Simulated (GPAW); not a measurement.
# MoGe2As4 monolayer in an electric field, part 2 of 2

Wanted: the out-of-plane polarisability of MoGe2As4 monolayer.

GPAW 26.7.0; GPAW, PAW setups; layer in a repeated cell with vacuum, relaxation of atoms and in-plane cell (the session's first sound run).

So far, dipole along the normal (e·Å): step 2 (relaxing the atoms) 0.00252; step 3 (the slab's potential) 9.3e-4; step 4 (In a field) -0.160; step 5 (field on) -0.0800.

### Step 7. Field on (continued)

Level of this step: GPAW, PAW setups; slab in vacuum (GPAW).

The electrostatic potential energy of an electron (without an applied field's), less the Fermi level, planar mean oscillates, so the rows of the table below give means over windows of 1.78 Å about each position, cut where the curve ends. Its maxima inside the range that stand out by 2 % of the span (Å: eV): 9.6: -8.60, 11.4: 2.12, 13.3: -5.97, 14.9: -6.05, 16.8: 1.86, 18.6: -9.03. Its minima: 9.0: -13.6, 10.1: -13.3, 12.6: -12.7, 14.1: -16.5, 15.6: -12.9, 18.1: -13.7, 19.2: -14.1.

The electrostatic potential energy of an electron (without an applied field's), less the Fermi level, planar mean by z; means over each step:

| z (Å) | electrostatic potential energy of an electron (without an applied field's), less the Fermi level, planar mean (eV) |
| --- | --- |
| 0.89 | 4.99 |
| 2.67 | 5.02 |
| 4.45 | 5.02 |
| 6.23 | 4.98 |
| 8.01 | -0.0308 |
| 9.79 | -10.8 |
| 11.57 | -1.29 |
| 13.35 | -10.8 |
| 15.13 | -9.74 |
| 16.91 | -1.45 |
| 18.69 | -11.7 |
| 20.47 | 1.55 |
| 22.25 | 4.39 |
| 24.03 | 4.41 |
| 25.81 | 4.41 |
| 27.59 | 4.43 |

### Step 8. Field on

Input file run.py:

```python
import json
import numpy as np
from ase import Atoms
from gpaw import GPAW, PW
from gpaw.external import ConstantElectricField

slab = Atoms(
    ['As', 'Ge', 'As', 'Mo', 'As', 'Ge', 'As'],
    positions=[
        [0.00000, -0.00000, 9.00000],
        [-0.00000, 2.12604, 10.18779],
        [-0.00000, 2.12604, 12.64852],
        [0.00000, -0.00000, 14.11343],
        [-0.00000, 2.12604, 15.57835],
        [-0.00000, 2.12604, 18.03908],
        [-0.00000, 0.00000, 19.22687]],
    cell=[[3.68241, 0.0, 0.0], [-1.8412, 3.18905, 0.0], [0.0, 0.0, 28.2269]],
    pbc=[True, True, False])

slab.calc = GPAW(mode=PW(400), xc='PBE', kpts={'size': (9, 9, 1), 'gamma': True},
                 occupations={'name': 'fermi-dirac', 'width': 0.05}, nbands='200%',
                 convergence={'density': 1e-05}, maxiter=200,
                 poissonsolver={'dipolelayer': 'xy'},
                 external=ConstantElectricField(0.1, [0, 0, 1]),
                 symmetry={'tolerance': 1e-3}, txt='slab.txt')
result = {}
energy = slab.get_potential_energy()
fermi = slab.calc.get_fermi_level()
v = slab.calc.get_electrostatic_potential().mean((0, 1)) - fermi
n = slab.calc.get_pseudo_density().mean((0, 1))
L = slab.cell[2, 2]
z = np.arange(len(v)) * L / len(v)
low, high = slab.positions[:, 2].min(), slab.positions[:, 2].max()
below, above = np.interp([low - 6.8, high + 6.8], z, v)
slopes = [np.interp(x, z, np.gradient(v, z)) for x in (low - 6.8, high + 6.8)]
eps = np.array([[slab.calc.get_eigenvalues(k, s) for k in range(len(slab.calc.get_ibz_k_points()))]
                for s in range(slab.calc.get_number_of_spins())]) - fermi
top, bottom = eps[eps < 0].max(), eps[eps > 0].min()
dipole = slab.get_dipole_moment()[2]
print(f'energy {energy:.4f} eV, Fermi level {fermi:.4f} eV, dipole {dipole:.5f} e A')
print(f'potential 6.8 A off the faces, from the Fermi level: lower {below:.4f} eV, upper {above:.4f} eV')
print(f'slope of the potential there: lower {slopes[0]:.5f}, upper {slopes[1]:.5f} eV/A')
print(f'nearest levels on the mesh: {top:.4f} and {bottom:.4f} eV')
print('magnetic moment', round(slab.get_magnetic_moment(), 3))
result.update(energy=energy, fermi=fermi, dipole=dipole, below=below, above=above, slopes=slopes, edges=[top, bottom],
              z=z.tolist(), v=v.tolist(), n=n.tolist(), positions=slab.positions.tolist(),
              forces=slab.get_forces(apply_constraint=False).tolist(), moments=slab.get_magnetic_moments().tolist())
json.dump(result, open('result.json', 'w'))
```

Command:

```bash
$ OMP_NUM_THREADS=1 OPENBLAS_NUM_THREADS=1 python run.py
```

Output:

```text
energy -39.3235 eV, Fermi level 0.4506 eV, dipole 0.07999 e A
potential 6.8 A off the faces, from the Fermi level: lower 5.3330 eV, upper 4.0998 eV
slope of the potential there: lower -0.00017, upper 0.00019 eV/A
nearest levels on the mesh: -0.2677 and 0.2415 eV
magnetic moment 0.0
```

Elapsed: 5.7 min, on 1 thread of Arm Neoverse V2, shared host; peak memory 0.49 GiB.

The dipole is now 0.0800 e Å, against 9.3e-4 in the run without a field.

### Step 9. Field on

Edit run.py of step 8 so:

```diff
@@ -23,3 +23,3 @@
                  poissonsolver={'dipolelayer': 'xy'},
-                 external=ConstantElectricField(0.1, [0, 0, 1]),
+                 external=ConstantElectricField(0.2, [0, 0, 1]),
                  symmetry={'tolerance': 1e-3}, txt='slab.txt')
```

Output:

```text
energy -39.3354 eV, Fermi level 0.4500 eV, dipole 0.15997 e A
potential 6.8 A off the faces, from the Fermi level: lower 5.9514 eV, upper 3.4853 eV
slope of the potential there: lower -0.00016, upper 0.00021 eV/A
nearest levels on the mesh: -0.2675 and 0.2407 eV
magnetic moment 0.0
```

Elapsed: 5.2 min, on 1 thread; peak memory 0.49 GiB.

The dipole is now 0.160 e Å, against 9.3e-4 in the run without a field.

### Step 10. Field on

Edit run.py of step 9 so:

```diff
@@ -23,3 +23,3 @@
                  poissonsolver={'dipolelayer': 'xy'},
-                 external=ConstantElectricField(0.2, [0, 0, 1]),
+                 external=ConstantElectricField(0.3, [0, 0, 1]),
                  symmetry={'tolerance': 1e-3}, txt='slab.txt')
```

Output:

```text
energy -39.3554 eV, Fermi level 0.4489 eV, dipole 0.24005 e A
potential 6.8 A off the faces, from the Fermi level: lower 6.5720 eV, upper 2.8714 eV
slope of the potential there: lower -0.00015, upper 0.00022 eV/A
nearest levels on the mesh: -0.2672 and 0.2393 eV
magnetic moment 0.0
```

The job ended after 4.8 min (1 thread; peak memory 0.49 GiB).

The dipole is now 0.240 e Å, against 9.3e-4 in the run without a field.

### Step 11. The series

The members are put on one axis.

This step: induced dipole against applied field (GPAW 26.7.0).

The dipole along the normal by field:

| field (V/Å) | dipole along the normal (e·Å) |
| --- | --- |
| -0.200 | -0.160 |
| -0.100 | -0.0800 |
| -0.050 | -0.0400 |
| 0.000 | 9.3e-4 |
| 0.050 | 0.0400 |
| 0.100 | 0.0800 |
| 0.200 | 0.160 |
| 0.300 | 0.240 |

### Step 12. Results

- work function, upper and lower face (Fermi level placed in the gap by the smearing): 4.721 and 4.710 eV
- ionisation energy from the upper face (highest filled level on the mesh): 4.99 eV
- electron affinity from the upper face (lowest empty Kohn-Sham level on the mesh): 4.48 eV
- dipole along the normal: 9.3e-4 e Å, near the numerical noise
- induced dipole per field: 0.800 e Å per V/Å
- out-of-plane polarisability per area, α/(ε0 A): 12.3 Å

**Reading.** The field induces 0.800 e Å per V/Å, a polarisable thickness α/(ε0 A) of 12.3 Å beside 10.2 Å between the outermost nuclei. A perfect conductor would give the distance between its two image planes; a dielectric of thickness t gives t(1 - 1/ε). The levels nearest the Fermi level on the mesh lie 0.509 eV apart, so the slab is gapped there: the smearing puts the Fermi level inside the gap, and from either face the ionisation energy is the work function plus 0.27 eV. Both are Kohn-Sham levels on the mesh, and semilocal gaps are too small, so the affinity tends to come out too large and the ionisation energy too small. The induced dipole is linear in the field over this range. The small printed dipole stands for a step of -14 meV from the lower to the upper face, and the probes find 11 meV; values this small are near the numerical noise of both. The layer's cell and atoms come from the relaxation; spin-orbit coupling and temperature are left out.

[Logs are printed without paths, hosts, clocks, repeated set-up lines and the standing remarks that a program may print on its own settings, such as how far it seeks lower states.]

[Hosts, paths, dates, database ids (printed as entryN), source tags and the programs' standing remarks are cut or masked in the printed files.]
